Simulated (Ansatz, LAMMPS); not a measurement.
# Amorphous 71SiO2-29Al2O3 (mol %) (100 atoms), relaxed: mesh and functional compared

Which bonds does the relaxation leave, and how do the Kohn-Sham gap, forces and pressure change with k-mesh and functional?

Calculated with Ansatz 0.2.0: Kohn-Sham DFT, PBE, PAW (set soft_2), plane waves; cutoff 420 eV, Γ point, fermi-dirac smearing of 0.025 eV.

**The cell**

Density at the start: 2.48 g/cm³. The cell holds 100 atoms: 20 Si, 16 Al and 64 O. Cell: a = 11.055 Å, b = 11.055 Å, c = 11.055 Å, α = 90.0°, β = 90.0°, γ = 90.0°. 100 atoms (20 Si, 16 Al, 64 O) placed at random at 2.48 g/cm³, melted at 5000 K for 10 ps at fixed volume with the Morse and Coulomb pair potential with partial charges (Pedone, Malavasi, Menziani, Cormack and Segre, J. Phys. Chem. B 110, 11780 (2006)). Quenched from 5000 K to 300 K at 50 K/ps and fixed volume, held 5 ps, then minimised at fixed cell.

Cell and atoms were relaxed with PBE. The walk converged after 14 steps by the program's count, with a largest force component of 0.0301 eV/Å; it began at an r.m.s. force component of 0.66 eV/Å. The edges went from 11.055, 11.055, 11.055 to 10.963, 10.987, 11.026 Å, and the volume from 13.511 to 13.222 Å³ an atom (-2.1 %).

The input of the reference single point:

```yaml
crystal:
  lattice:
    - [10.95254, 0.45666, -0.12254]
    - [0.45666, 10.97561, -0.21359]
    - [-0.12254, -0.21359, 11.02372]
  atoms:
    - { symbol: Si, position: [0.96204, 0.28809, 0.40127] }
    - { symbol: Si, position: [0.74922, 0.87573, 0.81951] }
    - { symbol: Si, position: [0.75672, 0.68445, 0.61631] }
    - { symbol: Si, position: [0.80104, 0.28043, 0.85442] }
    [... 94 atom lines left out ...]
    - { symbol: O, position: [0.514, 0.12593, 0.08509] }
    - { symbol: O, position: [0.07365, 0.80421, 0.49618] }
kpoints:
  mp_grid: { grid: [1, 1, 1] }
hamiltonian:
  xc: pbe
scf:
  occupations: { method: fermi_dirac, width: 0.025 }
output:
  forces: true
  stress: true
  populations: true
  dos:
    method: { smearing: { sigma: 0.08 } }
    de: 0.05
    projected: { site_lists: { Al: [Al], O: [O], Si: [Si] } }
  eigenvalues: true
  write_density: true
  write_potential: true
  volumetric_format: npy
```

**Bonds after relaxation**

Bonds by pair of elements; cutoffs follow the first minimum of g(r), held within bounds set by covalent radii, and pairs that aren't listed don't count as bonded:

```csv
pair A-B,cutoff (Å),bonds,mean length (Å),spread (Å),shortest (Å),B about A,A about B
O-Si,2.16,80,1.64,0.046,1.59,1.25,4
O-Al,2.43,68,1.82,0.1,1.68,1.06,4.25
```

How many atoms have how many bonded neighbours:

```csv
element,mean,2,3,4,5
Al,4.25,0,0,12,4
O,2.31,44,20,0,0
Si,4,0,0,20,0
```

**Levels of theory**

Single points at the relaxed geometry:

```
functional  k-mesh  Kohn-Sham gap (eV)  pressure (GPa)  r.m.s. force component (eV/Å)  SCF cycles     time
       PBE   1×1×1               3.681            0.00                          0.007           9     27 s
       PBE   2×2×2               3.667            0.01                          0.008           9    4 min
     HSE06   1×1×1               5.399           -5.00                          0.168          16  5.3 min
    r2SCAN   1×1×1               4.284           -4.87                          0.138           9     51 s
    PBEsol   1×1×1               3.605           -2.80                          0.047          10     21 s
```

The gap is that between the highest filled and lowest empty Kohn-Sham level on the run's k-points. Cutoffs: 420 eV for PBE, HSE06 and PBEsol; 500 eV for r2SCAN. Times come from shared hosts and are rough.

**Findings**

By these cutoffs 75 % of Al atoms have 4, 69 % of O atoms have 2 and 100 % of Si atoms have 4 neighbours. The Kohn-Sham gap is 3.68 eV with PBE on the 1×1×1 mesh and 3.67 eV on 2×2×2. On the 1×1×1 mesh HSE06 changes the gap by +1.72 eV against PBE. Carrying that shift over to the 2×2×2 mesh gives 3.67 + 1.72 = 5.39 eV, an estimate that takes the shift to be alike at all k-points. On the reference's mesh the gap changes with r2SCAN by +0.60 eV and PBEsol by -0.08 eV. Against the reference the pressure changes with HSE06 by -5.0 GPa, r2SCAN by -4.9 GPa and PBEsol by -2.8 GPa; a negative change means a smaller volume than PBE would take. The denser mesh moves the energy by -0.6 meV/atom and the pressure by +0.01 GPa.

Limits: All single points share the geometry relaxed with PBE. The volume changed by -2.1 % on relaxing; in so small a cell, on this mesh and at this cutoff, the relaxed density is rough. One sample; tail or defect levels can set the gap of a disordered cell. The quench rate of 50 K/ps is many orders above laboratory rates, so the cell is likely richer in defects and strain than a real sample. The network of bonds at the start is that of the classical potential that made the cell, and needn't be the one that DFT or experiment would give. In some runs the program notes that it cut back its work space to fit the memory limit, the exchange threshold is loose for the stress and the SCF threshold is loose for the stress.

[Logs are printed without paths, hosts, clocks, repeated set-up lines and the standing remarks that a program may print on its own settings, such as how far it seeks lower states.]

[Hosts, paths, dates, database ids (printed as entryN), source tags and the programs' standing remarks are cut or masked in the printed files.]
